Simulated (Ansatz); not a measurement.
# Na on Nb(110): change of the work function, part 3 of 4

How does Na on the shortbridge site change the work function of Nb(110) as the layer fills?

Ansatz 0.2.0; plane-wave DFT, RPBE, Ansatz PAW (the session's first sound run).

So far, work function, upper face (eV): step 2 (the clean slab) 4.37; step 3 (17 atoms, coverage 0.25 ML, cell 2x2) 1.89.

## 4. The covered slab, coverage 0.5 ML

System of this step: Na/Nb(110). The cell holds 18 atoms: 16 Nb and 2 Na. Cell: a = 5.716 Å, b = 5.716 Å, c = 28.149 Å, α = 90.0°, β = 90.0°, γ = 70.5°. Vacuum lies along c.

Another coverage, to see how the dipoles act on each other as their distance changes.

The input, input.yaml:

```yaml
crystal:
  lattice:
    - [4.6669047558, -3.3, 0.0]
    - [4.6669047558, 3.3, 0.0]
    - [0.0, 0.0, 28.1491609453]
  atoms:
    - { symbol: Nb, position: [0.0, 0.0, 0.3197253381] }
    - { symbol: Nb, position: [0.25, 0.25, 0.4026213215] }
    - { symbol: Nb, position: [0.0, 0.0, 0.487571783] }
    - { symbol: Nb, position: [0.25, 0.25, 0.5681350541] }
    - { symbol: Nb, position: [0.0, 0.5, 0.3197253381] }
    - { symbol: Nb, position: [0.25, 0.75, 0.4026213215] }
    - { symbol: Nb, position: [0.0, 0.5, 0.487571783] }
    - { symbol: Nb, position: [0.25, 0.75, 0.5681350541] }
    - { symbol: Nb, position: [0.5, 0.0, 0.3197253381] }
    - { symbol: Nb, position: [0.75, 0.25, 0.4026213215] }
    - { symbol: Nb, position: [0.5, 0.0, 0.487571783] }
    - { symbol: Nb, position: [0.75, 0.25, 0.5681350541] }
    - { symbol: Nb, position: [0.5, 0.5, 0.3197253381] }
    - { symbol: Nb, position: [0.75, 0.75, 0.4026213215] }
    - { symbol: Nb, position: [0.5, 0.5, 0.487571783] }
    - { symbol: Nb, position: [0.75, 0.75, 0.5681350541] }
    - { symbol: Na, position: [0.0, 0.25, 0.6802746619] }
    - { symbol: Na, position: [0.5, 0.75, 0.6802746619] }
kpoints:
  mp_grid: { grid: [6, 6, 1] }
hamiltonian:
  xc: rpbe
scf:
  occupations: { method: fermi_dirac, width: 0.1 }
  convergence: { dr2_threshold: 1.0e-08 }
efield:
  axis: 3
  dipole_correction: true
  ramp_position: 0.97
  ramp_width: 0.06
relax:
  f_tol: 0.02
  max_steps: 60
  constraints: [{ sites: [0, 1, 4, 5, 8, 9, 12, 13] }]
output:
  bader: true
  dos: { projected: true, e_range: [-8, 4] }
  write_potential: true
  write_density: true
  volumetric_format: npy
```

Command:

```sh
$ ansatz run input.yaml --threads 4 --pin off --max-ram 6144MiB --backend cpu --events-out ev --progress --plain --runs-dir out
```

Numbers of over 12 decimals in the logs are rounded to 6 here.

Output:

```text
[...]
Crystal: 18 atoms, lattice volume = 867.038 Å³
Basis set: ecut = 420 eV, 16951 PW (Γ), exchange–correlation on 80×80×384 points (8 copies of the dense FFT grid, shifted against one another)
Bands: 136, of which v1, the nominal top of the filled ones, is band 113 counted from 1 (112 counted from 0)
Symmetry: 4 space group operations
[...]
k-points: 20 of 36
[...]
SCF iter   1: F=—  HF=-75919.235290 eV  |F-HF|=—  |Δ(HF+E_count)|=         —  Δρ=1.04e-2  dr2=2.06e1  ethr=1.77e-3  p=0.368 e·Å  D=7.68e-2 V/Å  ΔV_dip=-2.16 eV  dr2_dipole=1.09e0  V_vac-E_F(+/−)=2.59/4.75 eV  ⟨swp⟩=10.2  Hψ=13377  notcnv=0  defer=1
[...]
SCF iter  10: F=-75918.638403 eV  HF=-75918.638403 eV  |F-HF|=2.33e-9  |Δ(HF+E_count)|=   2.53e-8  Δρ=5.21e-7  dr2=5.19e-9  ethr=4.42e-12  p=0.308 e·Å  D=6.44e-2 V/Å  ΔV_dip=-1.81 eV  dr2_dipole=9.71e-11  V_vac-E_F(+/−)=2.57/4.38 eV  ⟨swp⟩=12.7  Hψ=19738  notcnv=0
SCF 1 converged in 10 iterations: F = -75918.638403 eV  dr2 = 5.19e-9
[...]
relax step   1: F+E_penalty+E_count = -75918.63840298 eV  Δ(F+E_penalty+E_count) = +0.000e0 eV  max|allowed force component| = 3.155e-1 eV/Å  Δτ_max = 0.0000 Å  (10 SCF iters, accepted)
[...]
SCF iter  11: F=-75918.689790 eV  HF=-75918.689790 eV  |F-HF|=1.02e-10  |Δ(HF+E_count)|=   4.19e-9  Δρ=2.25e-7  dr2=1.27e-9  ethr=4.42e-12  p=0.331 e·Å  D=6.90e-2 V/Å  ΔV_dip=-1.94 eV  dr2_dipole=1.20e-11  V_vac-E_F(+/−)=2.44/4.38 eV  ⟨swp⟩=13.6  Hψ=19213  notcnv=0
SCF 2 converged in 11 iterations: F = -75918.689790 eV  dr2 = 1.27e-9
relax step   2: F+E_penalty+E_count = -75918.68978995 eV  Δ(F+E_penalty+E_count) = -5.139e-2 eV  max|allowed force component| = 1.918e-1 eV/Å  Δτ_max = 0.0817 Å  (11 SCF iters, accepted)
[...]
SCF iter   9: F=-75918.723650 eV  HF=-75918.723650 eV  |F-HF|=2.17e-9  |Δ(HF+E_count)|=   3.49e-8  Δρ=5.49e-7  dr2=7.48e-9  ethr=4.42e-12  p=0.353 e·Å  D=7.37e-2 V/Å  ΔV_dip=-2.07 eV  dr2_dipole=1.38e-10  V_vac-E_F(+/−)=2.30/4.38 eV  ⟨swp⟩=12.4  Hψ=19711  notcnv=0
SCF 3 converged in 9 iterations: F = -75918.723650 eV  dr2 = 7.48e-9
relax step   3: F+E_penalty+E_count = -75918.72365036 eV  Δ(F+E_penalty+E_count) = -3.386e-2 eV  max|allowed force component| = 5.111e-2 eV/Å  Δτ_max = 0.1941 Å  (9 SCF iters, accepted)
SCF iter   1: F=—  HF=-75918.727158 eV  |F-HF|=—  |Δ(HF+E_count)|=         —  Δρ=5.72e-4  dr2=2.24e-2  ethr=2.64e-5  p=0.353 e·Å  D=7.37e-2 V/Å  ΔV_dip=-2.07 eV  dr2_dipole=1.60e-3  V_vac-E_F(+/−)=2.30/4.38 eV  ⟨swp⟩=2.3  Hψ=4591  notcnv=0
[...]
SCF iter   9: F=-75918.725968 eV  HF=-75918.725968 eV  |F-HF|=1.99e-9  |Δ(HF+E_count)|=   1.14e-8  Δρ=2.69e-7  dr2=3.53e-9  ethr=4.42e-12  p=0.348 e·Å  D=7.26e-2 V/Å  ΔV_dip=-2.04 eV  dr2_dipole=4.30e-10  V_vac-E_F(+/−)=2.33/4.38 eV  ⟨swp⟩=10.8  Hψ=18473  notcnv=0
SCF 4 converged in 9 iterations: F = -75918.725968 eV  dr2 = 3.53e-9
relax step   4: F+E_penalty+E_count = -75918.72596760 eV  Δ(F+E_penalty+E_count) = -2.317e-3 eV  max|allowed force component| = 3.217e-3 eV/Å  Δτ_max = 0.0209 Å  (9 SCF iters, accepted)
[...]
WARN: The output density's exchange-correlation potential varies sharply where the density is thin. Do not read a vacuum level from v_tot or v_xc, or from such a field of the output density. On a cell that repeats whose density bears no net charge and no dipole along the vacuum's axis use v_es (v_loc + v_h of the components); under efield.dipole_correction with no amplitude use v_es + v_field, which holds any externa [...]
SCF converged after 9 iterations
Free energy (F): -75918.725968 eV
[...]
Internal energy: -75917.961130 eV  (E = F + TS)
E sigma→0 (E₀):  -75918.343549 eV
Entropy (-TS):   -0.764837 eV (-42.491 meV/atom)
Fermi energy:    4.292156 eV
Dipole field:    D = 0.072615 V/Å  (p = 0.347940 e·Å, saw-weighted, corrected)
Work function:   Φ+ = 2.3328 eV   Φ− = 4.3769 eV
[...]
--- Forces (eV/Å), atoms counted from 1 ---
  atom   1  Nb    -0.00263789     0.00242300     0.19623780
  atom   2  Nb     0.00197537     0.00320584    -0.19967584
  atom   3  Nb     0.00090394    -0.00321669     0.00107259
  atom   4  Nb     0.00152985     0.00063322     0.00087120
  atom   5  Nb     0.00263789    -0.00242300     0.19623780
  atom   6  Nb    -0.00197537    -0.00320584    -0.19967584
  atom   7  Nb    -0.00090394     0.00321669     0.00107259
  atom   8  Nb    -0.00152985    -0.00063322     0.00087120
  atom   9  Nb     0.00263789    -0.00242300     0.19623780
  atom  10  Nb    -0.00197537    -0.00320584    -0.19967584
  atom  11  Nb    -0.00090394     0.00321669     0.00107259
  atom  12  Nb    -0.00152985    -0.00063322     0.00087120
  atom  13  Nb    -0.00263789     0.00242300     0.19623780
  atom  14  Nb     0.00197537     0.00320584    -0.19967584
  atom  15  Nb     0.00090394    -0.00321669     0.00107259
  atom  16  Nb     0.00152985     0.00063322     0.00087120
  atom  17  Na     0.00000000     0.00000000     0.00297680
  atom  18  Na     0.00000000     0.00000000     0.00297680
  max |Σ_I F_I| component: 2.34e-5 eV/Å
--- Band table (eV; the first three rows and the last of 20) ---
  k-point 0: bands = [... 109 lower, 4.3755, 4.4113, 4.4160, 4.4228, 4.7719, 5.0510, 5.6404, 5.6555, ... 19 higher]
  k-point 1: bands = [... 109 lower, 4.2168, 4.2572, 4.4141, 4.5135, 4.6112, 5.0952, 5.1223, 5.1418, ... 19 higher]
  k-point 2: bands = [... 109 lower, 3.9855, 4.0157, 4.0965, 4.2090, 4.3612, 4.3728, 4.5758, 4.6133, ... 19 higher]
  k-point 19: bands = [... 109 lower, 4.1596, 4.2686, 4.2806, 4.3145, 4.3236, 4.4718, 4.4721, 4.4859, ... 19 higher]
--- Relaxed structure (4 steps of the walk, 4 accepted, 0 SCFs on fresh bases) ---
  F+E_penalty+E_count = -75918.72596760 eV   max|allowed force component| = 3.217e-3 eV/Å
  atoms:
    - { symbol: Nb, position: [0.0, 0.0, 0.3197253381] }
    - { symbol: Nb, position: [0.25, 0.25, 0.4026213215] }
    - { symbol: Nb, position: [-0.000154957, -6.729071862740854e-5, 0.487220] }
    - { symbol: Nb, position: [0.252083, 0.248682, 0.569935] }
    - { symbol: Nb, position: [0.0, 0.5, 0.3197253381] }
    - { symbol: Nb, position: [0.25, 0.75, 0.4026213215] }
    - { symbol: Nb, position: [0.000154957, 0.500067, 0.487220] }
    - { symbol: Nb, position: [0.247917, 0.751318, 0.569935] }
    - { symbol: Nb, position: [0.5, 0.0, 0.3197253381] }
    - { symbol: Nb, position: [0.75, 0.25, 0.4026213215] }
    - { symbol: Nb, position: [0.500155, 6.729071862737745e-5, 0.487220] }
    - { symbol: Nb, position: [0.747917, 0.251318, 0.569935] }
    - { symbol: Nb, position: [0.5, 0.5, 0.3197253381] }
    - { symbol: Nb, position: [0.75, 0.75, 0.4026213215] }
    - { symbol: Nb, position: [0.499845, 0.499933, 0.487220] }
    - { symbol: Nb, position: [0.752083, 0.748682, 0.569935] }
    - { symbol: Na, position: [0.0, 0.25, 0.673778] }
    - { symbol: Na, position: [0.5, 0.75, 0.673778] }
--- Bader charges: 18 sites ---
  site symbol  charge [e]  shift [e]
     0     Nb     -0.0905     0.0000
     1     Nb      0.0900     0.0000
     2     Nb      0.0834     0.0000
     3     Nb     -0.3370     0.0000
     4     Nb     -0.0905     0.0000
     5     Nb      0.0900     0.0000
     6     Nb      0.0834     0.0000
     7     Nb     -0.3370     0.0000
     8     Nb     -0.0905     0.0000
     9     Nb      0.0900     0.0000
    10     Nb      0.0834     0.0000
    11     Nb     -0.3370     0.0000
    12     Nb     -0.0905     0.0000
    13     Nb      0.0900     0.0000
    14     Nb      0.0834     0.0000
    15     Nb     -0.3370     0.0000
    16     Na      0.5082     0.0001
    17     Na      0.5082     0.0001
  estimated error of the sums over rays = 5.8e-4 e
```

Wall time 9.1 min (4 threads of Arm Neoverse N1, shared host); peak memory 3.7 GiB; 36 min of CPU time.

Relaxation path:

```csv
step,energy less that of the first step (eV),largest force component (eV/Å)
1,0.0000,0.3155
2,-0.0514,0.1918
3,-0.0852,0.0511
4,-0.0876,0.0032
```

Forces are held to the 4 operations that the run works with; a distortion that breaks them can't arise in this run.

The atoms that moved most (Å):

```csv
atom,dx,dy,dz,length
Na18,0.000,0.000,-0.183,0.183
Na17,0.000,0.000,-0.183,0.183
Nb4,0.004,-0.011,0.051,0.052
Nb12,-0.004,0.011,0.051,0.052
Nb16,0.004,-0.011,0.051,0.052
Nb8,-0.004,0.011,0.051,0.052
Nb15,-0.001,0.000,-0.010,0.010
Nb7,0.001,0.000,-0.010,0.010
```

Final coordinates:

```cif
data_structure
_symmetry_space_group_name_H-M 'P 1'
_symmetry_Int_Tables_number 1
_cell_length_a 5.7158
_cell_length_b 5.7158
_cell_length_c 28.1492
_cell_angle_alpha 90.000
_cell_angle_beta 90.000
_cell_angle_gamma 70.529
_cell_volume 867.04
loop_
_atom_site_label
_atom_site_type_symbol
_atom_site_fract_x
_atom_site_fract_y
_atom_site_fract_z
_atom_site_occupancy
Nb1 Nb 0.00000 0.00000 0.31973 1
Nb2 Nb 0.25000 0.25000 0.40262 1
Nb3 Nb 0.99985 0.99993 0.48722 1
Nb4 Nb 0.25208 0.24868 0.56994 1
Nb5 Nb 0.00000 0.50000 0.31973 1
Nb6 Nb 0.25000 0.75000 0.40262 1
Nb7 Nb 0.00015 0.50007 0.48722 1
Nb8 Nb 0.24792 0.75132 0.56994 1
Nb9 Nb 0.50000 0.00000 0.31973 1
Nb10 Nb 0.75000 0.25000 0.40262 1
Nb11 Nb 0.50015 0.00007 0.48722 1
Nb12 Nb 0.74792 0.25132 0.56994 1
Nb13 Nb 0.50000 0.50000 0.31973 1
Nb14 Nb 0.75000 0.75000 0.40262 1
Nb15 Nb 0.49985 0.49993 0.48722 1
Nb16 Nb 0.75208 0.74868 0.56994 1
Na17 Na 0.00000 0.25000 0.67378 1
Na18 Na 0.50000 0.75000 0.67378 1
```

Numbers from this step:

| Quantity | Value |
| --- | --- |
| energy at zero smearing | -75918.3435 eV |
| work function, upper face | 2.333 eV |
| work function, lower face | 4.377 eV |
| dipole along the normal | 0.3479 e·Å |
| step between the vacuum levels | -2.044 eV |

Running mean over 2.333 Å of the planar mean; the ramp of the sawtooth is left out. Table of electron's electrostatic potential energy less the Fermi level by z:

```csv
z (Å),electron's electrostatic potential energy less the Fermi level (eV)
4,4.37
5,4.36
6,4.18
7,2.65
8,-5.97
9,-11.1
10,-11.0
11,-11.0
12,-10.7
13,-10.7
14,-11.0
15,-11.1
16,-11.2
17,-6.78
18,-0.576
19,-0.949
20,-0.231
21,1.72
22,2.18
23,2.30
24,2.33
25,2.33
```

The density of states has structure finer than the step of the table below, so its rows give means over 0.25 eV, whole bins alone (the curve runs from -8 to 1.38 eV). Peaks (eV: height): -2.770: 32.1, -2.410: 30.4, -1.530: 50.2, -1.350: 34.2, -1.200: 44.6, -0.600: 32.8, -0.270: 32.3.

The density of states by energy, zero at the Fermi level; means over each step:

```csv
energy (eV),density of states (states/eV a cell)
-5.75,0
-5.50,0.401
-5.25,0.960
-5.00,1.00
-4.75,1.09
-4.50,2.03
-4.25,2.60
-4.00,3.13
-3.75,2.88
-3.50,7.84
-3.25,18.3
-3.00,15.2
-2.75,23.8
-2.50,25.0
-2.25,19.0
-2.00,14.9
-1.75,13.5
-1.50,37.2
-1.25,29.2
-1.00,23.7
-0.75,19.6
-0.50,28.9
-0.25,26.7
0.00,25.0
0.25,18.9
0.50,15.1
0.75,15.9
1.00,14.6
1.25,15.7
```

Projected DOS per atom over height of the atomic layer and energy from the Fermi level. Layers: Nb4 Nb4 Nb4 Nb4 Na2 from below.

Ten even steps from '0' (0.00 states/eV) to '9' (2.24 states/eV), each cell a mean:
```
42241
42252
52252
75671
96660
75570
89891
23352
55450
66660
35530
12210
00000
00000
00000
00000
00000
00000
00000
00000
00000
00000
```
Columns: height of the atomic layer (Å) from 9 to 19.0 (not evenly spaced); rows upwards: energy from the Fermi level (eV) from -7.96 to 1.34.

The relaxation took 4 steps and lowered the energy by 0.088 eV; the largest force on the free atoms ends at 0.0032 eV/Å.

The covered face has 2.33 eV, -2.03 eV against the clean one; the bare back face has moved by -0.02 eV, a measure of how thin the slab is.

## 5. Work function against coverage

This step: plane-wave DFT, RPBE, Ansatz PAW; work function against coverage (Ansatz 0.2.0).

The runs are now put side by side.

Numbers from this step:

```yaml
work_function_of_the_clean_face: 4.366 eV
largest_change_of_the_work_function: -2.477 eV
```

Table of work function of the covered face by coverage:

```csv
coverage (adsorbates/nm²),work function of the covered face (eV)
0.00,4.37
3.25,1.89
6.49,2.33
```

The dipole per adsorbate comes from the change of the cell's dipole. Coverage, by row:

```csv
coverage (1/nm²),coverage (ML),work function (eV),change (eV),"dipole per adsorbate, positive end outwards (debye)",mean height of the added atoms over the highest substrate atom (Å)
3.247,0.25,1.889,-2.477,2.014,2.791
6.493,0.5,2.333,-2.033,0.824,2.923
```

## 6. The 0.25 ML cell at another level of theory, cutoff 420 eV, functional PBE

This step: plane-wave DFT, PBE, Ansatz PAW (Ansatz 0.2.0).

System of this step: Na/Nb(110). The cell holds 17 atoms: 16 Nb and 1 Na. Cell: a = 5.716 Å, b = 5.716 Å, c = 28.149 Å, α = 90.0°, β = 90.0°, γ = 70.5°. Vacuum lies along c.

The geometry is kept and the functional is PBE.

The input, input.yaml:

```yaml
crystal:
  lattice:
    - [4.6669047558, -3.3, 0.0]
    - [4.6669047558, 3.3, 0.0]
    - [0.0, 0.0, 28.1491609453]
  atoms:
    - { symbol: Nb, position: [0.0, 0.0, 0.3197253381] }
    - { symbol: Nb, position: [0.25, 0.25, 0.4026213215] }
    - { symbol: Nb, position: [0.0001941622, -0.0008962324, 0.4875761541] }
    - { symbol: Nb, position: [0.2524850882, 0.2504796372, 0.5683482225] }
    - { symbol: Nb, position: [0.0, 0.5, 0.3197253381] }
    - { symbol: Nb, position: [0.25, 0.75, 0.4026213215] }
    - { symbol: Nb, position: [-0.0001941622, 0.5008962324, 0.4875761541] }
    - { symbol: Nb, position: [0.2503875882, 0.7511147874, 0.5711802081] }
    - { symbol: Nb, position: [0.5, 0.0, 0.3197253381] }
    - { symbol: Nb, position: [0.75, 0.25, 0.4026213215] }
    - { symbol: Nb, position: [0.5005564226, -0.0008167876, 0.4870986311] }
    - { symbol: Nb, position: [0.7475149118, 0.2495203628, 0.5683482225] }
    - { symbol: Nb, position: [0.5, 0.5, 0.3197253381] }
    - { symbol: Nb, position: [0.75, 0.75, 0.4026213215] }
    - { symbol: Nb, position: [0.4994435774, 0.5008167876, 0.4870986311] }
    - { symbol: Nb, position: [0.7496124118, 0.7488852126, 0.5711802081] }
    - { symbol: Na, position: [0.0, 0.25, 0.6703407989] }
kpoints:
  mp_grid: { grid: [6, 6, 1] }
hamiltonian:
  xc: pbe
scf:
  occupations: { method: fermi_dirac, width: 0.1 }
  convergence: { dr2_threshold: 1.0e-08 }
efield:
  axis: 3
  dipole_correction: true
  ramp_position: 0.97
  ramp_width: 0.06
output:
  write_potential: true
  write_density: true
  volumetric_format: npy
```

Output:

```text
[...]
Crystal: 17 atoms, lattice volume = 867.038 Å³
Basis set: ecut = 420 eV, 16951 PW (Γ)
Bands: 131, of which v1, the nominal top of the filled ones, is band 109 counted from 1 (108 counted from 0)
Symmetry: 2 space group operations
[...]
k-points: 20 of 36
[...]
SCF iter   1: F=—  HF=-74316.316780 eV  |F-HF|=—  |Δ(HF+E_count)|=         —  Δρ=9.15e-3  dr2=1.17e1  ethr=1.77e-3  p=0.589 e·Å  D=1.23e-1 V/Å  ΔV_dip=-3.46 eV  dr2_dipole=7.56e-2  V_vac-E_F(+/−)=1.40/4.86 eV  ⟨swp⟩=9.9  Hψ=12613  notcnv=0
[...]
SCF iter   9: F=-74315.903740 eV  HF=-74315.903740 eV  |F-HF|=1.46e-11  |Δ(HF+E_count)|=   1.76e-8  Δρ=4.29e-7  dr2=3.13e-9  ethr=4.61e-12  p=0.434 e·Å  D=9.06e-2 V/Å  ΔV_dip=-2.55 eV  dr2_dipole=7.13e-12  V_vac-E_F(+/−)=1.96/4.51 eV  ⟨swp⟩=19.6  Hψ=8170  notcnv=0
SCF 1 converged in 9 iterations: F = -74315.903740 eV  dr2 = 3.13e-9
[...]
SCF converged after 9 iterations
Free energy (F): -74315.903740 eV
[...]
Internal energy: -74315.181118 eV  (E = F + TS)
E sigma→0 (E₀):  -74315.542429 eV
Entropy (-TS):   -0.722622 eV (-42.507 meV/atom)
Fermi energy:    4.088732 eV
Dipole field:    D = 0.090580 V/Å  (p = 0.434021 e·Å, saw-weighted, corrected)
Work function:   Φ+ = 1.9640 eV   Φ− = 4.5138 eV
[...]
--- Band table (eV; the first three rows and the last of 20) ---
  k-point 0: bands = [... 105 lower, 4.2141, 4.2362, 4.2460, 4.3934, 4.8357, 4.9980, 5.5054, 5.5822, ... 18 higher]
  k-point 1: bands = [... 105 lower, 4.0356, 4.1340, 4.2125, 4.3355, 4.7861, 4.9902, 4.9925, 5.0879, ... 18 higher]
  k-point 2: bands = [... 105 lower, 3.7906, 3.8259, 3.9074, 4.0491, 4.2499, 4.3348, 4.4032, 4.4094, ... 18 higher]
  k-point 19: bands = [... 105 lower, 4.0880, 4.1010, 4.1037, 4.1326, 4.1354, 4.2626, 4.2629, 4.2921, ... 18 higher]
```

Wall time 2.7 min (4 threads); peak memory 3.7 GiB; 11 min of CPU time.

Numbers from this step:

```yaml
energy_at_zero_smearing: -74315.5424 eV
work_function_upper_face: 1.964 eV
work_function_lower_face: 4.514 eV
dipole_along_the_normal: 0.4340 e·Å
step_between_the_vacuum_levels: -2.550 eV
```

The work function comes to 1.96 eV, +0.07 eV from the first level.

## 7. The 0.25 ML cell at another level of theory, cutoff 420 eV, functional LDA

This step: plane-wave DFT, LDA, Ansatz PAW (Ansatz 0.2.0).

The geometry is kept and the functional is LDA.

input.yaml, as its differences from that of step 6:

```diff
@@ -26,3 +26,3 @@
 hamiltonian:
-  xc: pbe
+  xc: lda
 scf:
```

Output:

```text
[...]
Crystal: 17 atoms, lattice volume = 867.038 Å³
Basis set: ecut = 420 eV, 16951 PW (Γ)
Bands: 131, of which v1, the nominal top of the filled ones, is band 109 counted from 1 (108 counted from 0)
Symmetry: 2 space group operations
[...]
k-points: 20 of 36
[...]
SCF iter   1: F=—  HF=-72539.607015 eV  |F-HF|=—  |Δ(HF+E_count)|=         —  Δρ=9.85e-3  dr2=1.23e1  ethr=1.77e-3  p=0.589 e·Å  D=1.23e-1 V/Å  ΔV_dip=-3.46 eV  dr2_dipole=3.29e-2  V_vac-E_F(+/−)=1.67/5.13 eV  ⟨swp⟩=9.7  Hψ=12652  notcnv=0  defer=1
[...]
SCF iter   9: F=-72539.171862 eV  HF=-72539.171862 eV  |F-HF|=4.07e-10  |Δ(HF+E_count)|=   1.55e-8  Δρ=4.50e-7  dr2=2.38e-9  ethr=4.61e-12  p=0.452 e·Å  D=9.43e-2 V/Å  ΔV_dip=-2.65 eV  dr2_dipole=1.38e-11  V_vac-E_F(+/−)=2.11/4.76 eV  ⟨swp⟩=19.4  Hψ=7882  notcnv=0
SCF 1 converged in 9 iterations: F = -72539.171862 eV  dr2 = 2.38e-9
[...]
SCF converged after 9 iterations
Free energy (F): -72539.171862 eV
[...]
Internal energy: -72538.454841 eV  (E = F + TS)
E sigma→0 (E₀):  -72538.813351 eV
Entropy (-TS):   -0.717022 eV (-42.178 meV/atom)
Fermi energy:    3.866626 eV
Dipole field:    D = 0.094270 V/Å  (p = 0.451702 e·Å, saw-weighted, corrected)
Work function:   Φ+ = 2.1088 eV   Φ− = 4.7624 eV
[...]
--- Band table (eV; the first three rows and the last of 20) ---
  k-point 0: bands = [... 105 lower, 4.0012, 4.0242, 4.0321, 4.1805, 4.5959, 4.8025, 5.2781, 5.3965, ... 18 higher]
  k-point 1: bands = [... 105 lower, 3.8181, 3.9165, 3.9984, 4.1077, 4.5624, 4.7758, 4.7861, 4.8833, ... 18 higher]
  k-point 2: bands = [... 105 lower, 3.5731, 3.6049, 3.6851, 3.8341, 4.0393, 4.1338, 4.1959, 4.2027, ... 18 higher]
  k-point 19: bands = [... 105 lower, 3.8607, 3.8758, 3.8765, 3.9059, 3.9082, 4.0298, 4.0303, 4.0614, ... 18 higher]
```

Run time: 2.7 min. Hardware: 4 threads; peak memory 3.7 GiB.

Numbers from this step:

```yaml
energy_at_zero_smearing: -72538.8134 eV
work_function_upper_face: 2.109 eV
work_function_lower_face: 4.762 eV
dipole_along_the_normal: 0.4517 e·Å
step_between_the_vacuum_levels: -2.654 eV
```

The work function comes to 2.11 eV, +0.22 eV from the first level.

(Continued in part 4 of 4.)

[Logs are printed without paths, hosts, clocks, repeated set-up lines and the standing remarks that a program may print on its own settings, such as how far it seeks lower states.]

[Hosts, paths, dates, database ids (printed as entryN), source tags and the programs' standing remarks are cut or masked in the printed files.]

[Maps of the electrostatic potential energy from Ansatz leave out the sawtooth potential of an applied field or a dipole correction, so their vacuum need not be flat; planar profiles and work functions include it.]

[The density of states shown here was stored with 400 of the rows of the run's finer table, so its peaks can read low, often by over a quarter, or be missed, and its means over a window can be off by a tenth or more.]
